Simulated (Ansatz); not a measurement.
# Phonons of SiC (Moissanite 3C, F-43m) against volume, part 2 of 3

Aim: how do the optical modes of SiC (Moissanite 3C, F-43m) move with volume?

Ansatz 0.2.0; DFT LDA, scalar-relativistic, plane waves, PAW; PAW set soft_1.

So far. Step 3 (Tight relaxation): The forces vanish by symmetry and the pressure is 0.000 GPa, within the tolerances set. The cell now holds 10.14 Å³/atom.

### Step 4. Zone-centre response at rest

The modes at rest are the reference of the series, and the response to a field gives the dielectric tensor and the Born charges.

input.yaml

```yaml
crystal:
  lattice:
    - [0.0, 2.16453413, 2.16453413]
    - [2.16453413, 0.0, 2.16453413]
    - [2.16453413, 2.16453413, 0.0]
  atoms:
    - { symbol: C, position: [0.75, 0.75, 0.75] }
    - { symbol: Si, position: [0.0, 0.0, 0.0] }
kpoints:
  mp_grid: { grid: [12, 12, 12] }
hamiltonian:
  xc: lda
  pseudopotentials: { kind: paw, azcp: { folder: soft_1 }, xc_functional: pbe }
scf:
  occupations: { method: fixed }
output:
  eigenvalues: true
phonons:
  method: dfpt
  dielectric: true
  rigid_motions: translations
  raman: true
```

Run with:

```bash
$ ansatz run input.yaml --threads 4 --pin off --max-ram 10240MiB --backend cpu --events-out ev --progress --plain --runs-dir out
```

Numbers of over 12 decimals in the logs are rounded to 6 here.

Log:

```text
[...]
Crystal: 2 atoms, lattice volume = 20.283 Å³
Basis set: ecut = 420 eV, 411 PW (Γ), exchange–correlation on 48×48×48 points (8 copies of the dense FFT grid, shifted against one another)
Bands: 8, of which v1, the nominal top of the filled ones, is band 4 counted from 1 (3 counted from 0)
Symmetry: 24 space group operations
k-points: 280 of 1728 (irreducible under 4 space group operations, time reversal used)
[...]
SCF iter   1: F=—  HF=-853.799648 eV  |F-HF|=—  |Δ(HF+E_count)|=         —  Δρ=1.41e-1  dr2=4.89e0  ethr=3.10e-3  ⟨swp⟩=4.5  Hψ=15608  notcnv=0  defer=290
[...]
SCF iter   8: F=-852.205129 eV  HF=-852.205129 eV  |F-HF|=1.82e-12  |Δ(HF+E_count)|=  1.24e-10  Δρ=2.50e-7  dr2=5.14e-12  ethr=1.25e-12  ⟨swp⟩=7.5  Hψ=14338  notcnv=0
SCF 1 converged in 8 iterations: F = -852.205129 eV  dr2 = 5.14e-12
[...]
NSCF: frozen V_eff on 1 k-points
DFPT response loops at Γ: preconditioner auto → none (the input reference at scf.mixing.eps_inf says where Resta's filter doesn't serve); β = 0.50; Broyden in place of MSR1
── the response to a field inside a basis, on 12×12×12 k-points: an SCF that follows is theirs, and a resumed run solves both again ──
Bands: 5, of which v1, the nominal top of the filled ones, is band 4 counted from 1 (3 counted from 0)
k-points: 182
[...]
Eigensolver: Dense (182 Hₖ)
SCF iter   1: F=—  HF=-852.206024 eV  |F-HF|=—  |Δ(HF+E_count)|=         —  Δρ=2.50e-4  dr2=1.62e-6  ethr=1.00e-1
[...]
SCF iter   5: F=-852.206025 eV  HF=-852.206025 eV  |F-HF|=2.27e-13  |Δ(HF+E_count)|=  8.87e-12  Δρ=1.12e-7  dr2=9.44e-13  ethr=2.90e-12
SCF 1 converged in 5 iterations: F = -852.206025 eV  dr2 = 9.44e-13
[...]
SCF converged after 8 iterations
Free energy (F): -852.205129 eV
[...]
Internal energy: -852.205129 eV  (E = F + TS)
E sigma→0 (E₀):  -852.205129 eV
Fermi energy:    9.498477 eV
[...]
--- Band table (eV; the first three rows and the last of 280) ---
[...]
--- Phonons (Γ-DFPT): 2 representative perturbations + reference, on 280 of 1728 k-points (Σ response iterations 6) ---
  k mesh reduced under 4 symmetry operations, with k and −k counted as one. Each operation leaves every solved perturbation unchanged. A smaller set is not considered because the run solves the response to a homogeneous field
  ASR residual: 1.433e-4 → 0.000e0 eV/Å²; symmetrization residual: 1.801e-7 eV/Å²
  ASR residual per site (eV/Å²): 1.43e-4 2.63e-5
  Γ frequencies (cm⁻¹): 0.00 0.00 0.00 797.81 797.81 797.81
  ε∞ (high-frequency dielectric tensor):
        6.920453     0.000000     0.000000
        0.000000     6.920453     0.000000
        0.000000     0.000000     6.920453
  ε⁰ (static dielectric tensor: ions relaxed, cell fixed):
       10.300266     0.000000     0.000000
        0.000000    10.300266     0.000000
        0.000000     0.000000    10.300266
  ε⁰ − ε∞ (ionic part):
        3.379813     0.000000     0.000000
        0.000000     3.379813     0.000000
        0.000000     0.000000     3.379813
  softest optical mode at Γ: 797.81 cm⁻¹; the repairs (sum rule, projections) moved no ω² at Γ by more than (1.81 cm⁻¹)²
  Born effective charges Z* (e; rows j = field, columns β = displacement):
    site 0:
        -2.73134    0.00000   -0.00000
        -0.00000   -2.73134   -0.00000
        -0.00000    0.00000   -2.73134
    site 1:
         2.73134   -0.00000    0.00000
         0.00000    2.73134    0.00000
         0.00000   -0.00000    2.73134
  Z* charge neutrality: 5.468e-4 e pre-enforcement
  solved inside a basis spanned on kpoints, on 12×12×12 k-points transformed towards the longest dipole: ε∞ is read to err by 1.8e-2, Z* by 9.2e-3 e (field_mesh: kpoints solves on kpoints); Z* is corrected for what the basis lacks
  Raman tensors (in the event stream and the table raman_tensors.tsv): an entry may err by 8.8e-4 Å², one of the second-order susceptibility by 1.0e-2 pm/V (basis, points and sum rule); their sum over the sites missed zero by 1.527e-5 Å² ahead of its enforcement
  optical modes at Γ without the LO–TO term, one row a degenerate level:
      ω (cm⁻¹)  modes    IR ((D/Å)²/amu)  static Raman (Å⁴/amu)  depolarisation
        797.81      3            61.3736                28.9851           0.750
  optical modes at Γ + LO–TO along q̂ = [1.0000, 0.0000, 0.0000]:
      ω (cm⁻¹)  modes    IR ((D/Å)²/amu)  static Raman (Å⁴/amu)  depolarisation
        797.81      2            40.9157                19.3234           0.750
        973.33      1            20.4579                51.8335           0.750
  optical modes at Γ + LO–TO along q̂ = [0.0000, 1.0000, 0.0000]:
      ω (cm⁻¹)  modes    IR ((D/Å)²/amu)  static Raman (Å⁴/amu)  depolarisation
        797.81      2            40.9157                19.3234           0.750
        973.33      1            20.4579                51.8335           0.750
  optical modes at Γ + LO–TO along q̂ = [0.0000, 0.0000, 1.0000]:
      ω (cm⁻¹)  modes    IR ((D/Å)²/amu)  static Raman (Å⁴/amu)  depolarisation
        797.81      2            40.9157                19.3234           0.750
        973.33      1            20.4579                51.8335           0.750
```

The job ended after 29 s (4 threads of Arm Neoverse V1, shared host; peak memory 0.66 GiB; 1.8 min of CPU time).

This step gave:

- sum-rule residual before enforcement: 1.43e-4 eV/Å²
- miss of the charge sum rule: 5.47e-4 e
- estimated error of the dielectric tensor: 0.01846
- estimated error of the Born charges: 0.009154 e
- point group: -43m
- highest optical mode at the zone centre (no LO-TO term): 797.8 cm⁻¹
- lowest optical zone-centre mode: 797.8 cm⁻¹
- mean high-frequency dielectric constant: 6.920
- largest Born charge (third of the trace): -2.731 e
- mean static dielectric constant: 10.30
- top of the zone-centre spectrum with the field: 973.3 cm⁻¹

Without the LO-TO term. Patterns of degenerate modes are one choice out of their space. The modes at Γ (shares of kinetic energy by element, %):

```tsv
mode	frequency (cm⁻¹)	symmetry	C %	Si %
1	0.0	acoustic	30	70
2	0.0	acoustic	30	70
3	0.0	acoustic	30	70
4	797.8	T2	70	30
5	797.8	T2	70	30
6	797.8	T2	70	30
```

Displacements in mode 5 (797.8 cm⁻¹), the largest set to 1:
```
C1   0.00  1.00  0.00
Si2  0.00 -0.43  0.00
```

Optical modes at the zone centre, without and with the macroscopic field of the longitudinal modes; each column is sorted by frequency, so a row need not hold one and the same mode. Modes with and without the field, by row:

```tsv
rank among optical modes	no field (cm⁻¹)	q along (1, 0, 0) (cm⁻¹)
1	797.8	797.8
2	797.8	797.8
3	797.8	973.3
```

Born charge (rows field, columns displacement) (e), principal values of the symmetric part by kind of site:

```tsv
atom	atoms with these values	low	middle	high	mean
C1	1	-2.73	-2.73	-2.73	-2.73
Si2	1	2.73	2.73	2.73	2.73
```

In full for Si2:

```
2.73 0.00 0.00
0.00 2.73 0.00
0.00 0.00 2.73
```

High-frequency dielectric tensor:

```
6.92 0.00 0.00
0.00 6.92 0.00
0.00 0.00 6.92
```

Static dielectric tensor (ions relaxed, fixed cell):

```
10.30  0.00  0.00
 0.00 10.30  0.00
 0.00  0.00 10.30
```

Transverse modes. Infrared lines, with heights relative to the strongest:

```tsv
position (cm⁻¹)	label	relative intensity
798	T2	100
```

Activity x (w_L - w)^4 (n + 1)/w, 532 nm, 300 K; modes without the macroscopic field alone. Lines of the Raman spectrum (strongest = 100):

```tsv
position (cm⁻¹)	label	relative intensity
798	T2	100
```

Before it was imposed, the acoustic sum rule was missed by 1.4e-4 eV/Å² and the charge sum rule by 5.5e-4 e. Small misses are needed for a sound result but don't prove that mesh and cutoff are converged. The lowest optical mode is real, 798 cm⁻¹.

### Step 5. Ground state of a member: 1.06 times the volume at rest

The cell is set to 1.06 times the volume at rest; symmetry leaves nothing else free, so this is a single point.

input.yaml, the sections that differ from step 4:

```yaml
crystal:
  lattice:
    - [0.0, 2.2069867536, 2.2069867536]
    - [2.2069867536, 0.0, 2.2069867536]
    - [2.2069867536, 2.2069867536, 0.0]
  atoms:
    - { symbol: C, position: [0.75, 0.75, 0.75] }
    - { symbol: Si, position: [0.0, 0.0, 0.0] }
scf:
  occupations: { method: gaussian, width: 0.02 }
output:
  forces: true
  stress: true
  eigenvalues: true
# kpoints, hamiltonian: as in step 4
# phonons: removed
```

Log:

```text
[...]
Crystal: 2 atoms, lattice volume = 21.500 Å³
Basis set: ecut = 420 eV, 411 PW (Γ)
Bands: 8, of which v1, the nominal top of the filled ones, is band 4 counted from 1 (3 counted from 0)
Symmetry: 24 space group operations
[...]
k-points: 72 of 1728 (time reversal used)
[...]
SCF iter   1: F=—  HF=-853.585671 eV  |F-HF|=—  |Δ(HF+E_count)|=         —  Δρ=1.30e-1  dr2=4.51e0  ethr=3.10e-3  ⟨swp⟩=6.0  Hψ=4990  notcnv=0
[...]
SCF iter   7: F=-852.157481 eV  HF=-852.157481 eV  |F-HF|=2.16e-9  |Δ(HF+E_count)|=   6.80e-8  Δρ=8.97e-6  dr2=7.38e-9  ethr=1.25e-9  ⟨swp⟩=4.0  Hψ=1724  notcnv=0
SCF 1 converged in 7 iterations: F = -852.157481 eV  dr2 = 7.38e-9
[...]
SCF converged after 7 iterations
Free energy (F): -852.157481 eV
[...]
Internal energy: -852.157481 eV  (E = F + TS)
E sigma→0 (E₀):  -852.157481 eV
Fermi energy:    9.445558 eV
[...]
--- Stress (GPa, compression-positive) ---
      -11.961843      -0.000000      -0.000000
       -0.000000     -11.961843       0.000000
       -0.000000       0.000000     -11.961843
  P = ⅓ Tr σ = -11.9618 GPa (-119.618 kbar)
--- Band table (eV; the first three rows and the last of 72) ---
[...]
```

The job ended after 0.64 s (4 threads; peak memory 0.27 GiB; 2 s of CPU time).

This step gave:

| Quantity | Value |
| --- | --- |
| pressure | -11.96 GPa |
| gap on the k-mesh | 1.348 eV |
| volume per atom | 10.75 Å³ |

The forces vanish by symmetry, at a pressure of -11.96 GPa.

### Step 6. Zone-centre modes of the member: 1.06 times the volume at rest

The zone-centre modes follow for 1.06 times the volume at rest, with the response to a field.

input.yaml: that of step 5 with these lines changed.

```diff
@@ -14,6 +14,8 @@
 scf:
-  occupations: { method: gaussian, width: 0.02 }
+  occupations: { method: fixed }
 output:
-  forces: true
-  stress: true
   eigenvalues: true
+phonons:
+  method: dfpt
+  dielectric: true
+  rigid_motions: translations
```

Log:

```text
[...]
Crystal: 2 atoms, lattice volume = 21.500 Å³
Basis set: ecut = 420 eV, 411 PW (Γ), exchange–correlation on 48×48×48 points (8 copies of the dense FFT grid, shifted against one another)
Bands: 8, of which v1, the nominal top of the filled ones, is band 4 counted from 1 (3 counted from 0)
Symmetry: 24 space group operations
k-points: 280 of 1728 (irreducible under 4 space group operations, time reversal used)
[...]
SCF iter   1: F=—  HF=-853.585658 eV  |F-HF|=—  |Δ(HF+E_count)|=         —  Δρ=1.30e-1  dr2=4.51e0  ethr=3.10e-3  ⟨swp⟩=4.5  Hψ=15641  notcnv=0  defer=383
[...]
SCF iter   8: F=-852.157481 eV  HF=-852.157481 eV  |F-HF|=6.93e-12  |Δ(HF+E_count)|=   1.36e-9  Δρ=4.74e-7  dr2=2.15e-11  ethr=1.25e-12  ⟨swp⟩=6.5  Hψ=15922  notcnv=0
SCF 1 converged in 8 iterations: F = -852.157481 eV  dr2 = 2.15e-11
[...]
Bands: 5, of which v1, the nominal top of the filled ones, is band 4 counted from 1 (3 counted from 0)
k-points: 182 of 1728 (irreducible under 6 space group operations, time reversal used)
[...]
Eigensolver: Dense (182 Hₖ)
SCF iter   1: F=—  HF=-852.158352 eV  |F-HF|=—  |Δ(HF+E_count)|=         —  Δρ=2.45e-4  dr2=1.64e-6  ethr=1.00e-1
[...]
SCF iter   4: F=-852.158354 eV  HF=-852.158354 eV  |F-HF|=2.16e-11  |Δ(HF+E_count)|=   3.64e-8  Δρ=1.90e-6  dr2=2.58e-10  ethr=1.65e-9
SCF 1 converged in 4 iterations: F = -852.158354 eV  dr2 = 2.58e-10
[...]
SCF converged after 8 iterations
Free energy (F): -852.157481 eV
[...]
Internal energy: -852.157481 eV  (E = F + TS)
E sigma→0 (E₀):  -852.157481 eV
Fermi energy:    8.771631 eV
[...]
--- Band table (eV; the first three rows and the last of 280) ---
[...]
ASR residual: 2.200e-4 → 0.000e0 eV/Å²; symmetrization residual: 2.910e-7 eV/Å²
  ASR residual per site (eV/Å²): 2.20e-4 9.02e-5
  Γ frequencies (cm⁻¹): 0.00 0.00 0.00 746.37 746.37 746.37
  ε∞ (high-frequency dielectric tensor):
        7.083858    -0.000000     0.000000
       -0.000000     7.083858     0.000000
        0.000000     0.000000     7.083858
  ε⁰ (static dielectric tensor: ions relaxed, cell fixed):
       10.612176    -0.000000    -0.000000
       -0.000000    10.612176     0.000000
       -0.000000     0.000000    10.612176
  ε⁰ − ε∞ (ionic part):
        3.528319    -0.000000    -0.000000
       -0.000000     3.528319     0.000000
       -0.000000     0.000000     3.528319
[...]
Born effective charges Z* (e; rows j = field, columns β = displacement):
    site 0:
        -2.68792    0.00000    0.00000
        -0.00000   -2.68792   -0.00000
        -0.00000   -0.00000   -2.68792
    site 1:
         2.68792   -0.00000   -0.00000
         0.00000    2.68792    0.00000
         0.00000    0.00000    2.68792
  Z* charge neutrality: 4.768e-4 e pre-enforcement
  solved inside a basis spanned on kpoints, on 12×12×12 k-points, its susceptibility summed on 16×16×16: ε∞ is read to err by 1.9e-2, Z* by 9.0e-3 e (field_mesh: kpoints solves on kpoints); Z* is corrected for what the basis lacks
  optical modes at Γ without the LO–TO term, one row a degenerate level:
      ω (cm⁻¹)  modes    IR ((D/Å)²/amu)
        746.37      3            59.4381
  optical modes at Γ + LO–TO along q̂ = [1.0000, 0.0000, 0.0000]:
      ω (cm⁻¹)  modes    IR ((D/Å)²/amu)
        746.37      2            39.6254
        913.52      1            19.8127
  optical modes at Γ + LO–TO along q̂ = [0.0000, 1.0000, 0.0000]:
      ω (cm⁻¹)  modes    IR ((D/Å)²/amu)
        746.37      2            39.6254
        913.52      1            19.8127
  optical modes at Γ + LO–TO along q̂ = [0.0000, 0.0000, 1.0000]:
      ω (cm⁻¹)  modes    IR ((D/Å)²/amu)
        746.37      2            39.6254
        913.52      1            19.8127
```

Wall time 11 s (4 threads); peak memory 0.5 GiB; 39 s of CPU time.

This step gave:

| Item | Value |
| --- | --- |
| sum-rule residual before enforcement | 2.20e-4 eV/Å² |
| miss of the charge sum rule | 4.77e-4 e |
| estimated error of the dielectric tensor | 0.01946 |
| estimated error of the Born charges | 0.009018 e |
| highest optical mode at the zone centre (no LO-TO term) | 746.4 cm⁻¹ |
| lowest optical zone-centre mode | 746.4 cm⁻¹ |
| mean high-frequency dielectric constant | 7.084 |
| largest Born charge (third of the trace) | -2.688 e |
| mean static dielectric constant | 10.61 |
| top of the zone-centre spectrum with the field | 913.5 cm⁻¹ |

Without the LO-TO term. Patterns of degenerate modes are one choice out of their space. The modes at Γ (shares of kinetic energy by element, %):

```tsv
mode	frequency (cm⁻¹)	symmetry	C %	Si %
1	0.0	acoustic	30	70
2	0.0	acoustic	30	70
3	0.0	acoustic	30	70
4	746.4	T2	70	30
5	746.4	T2	70	30
6	746.4	T2	70	30
```

Transverse modes. Lines of the infrared spectrum (strongest = 100):

```tsv
position (cm⁻¹)	label	relative intensity
746	T2	100
```

The optical mode without the LO-TO term lies at 746.4 cm⁻¹.

For the mean static dielectric tensor (ions relaxed, fixed cell), step 4 gave 10.3; this run, with volume ratio 1.06, gives 10.6 (+3 %).

[end of part 2 of 3]

[Logs are printed without paths, hosts, clocks, repeated set-up lines and the standing remarks that a program may print on its own settings, such as how far it seeks lower states.]

[Hosts, paths, dates, database ids (printed as entryN), source tags and the programs' standing remarks are cut or masked in the printed files.]
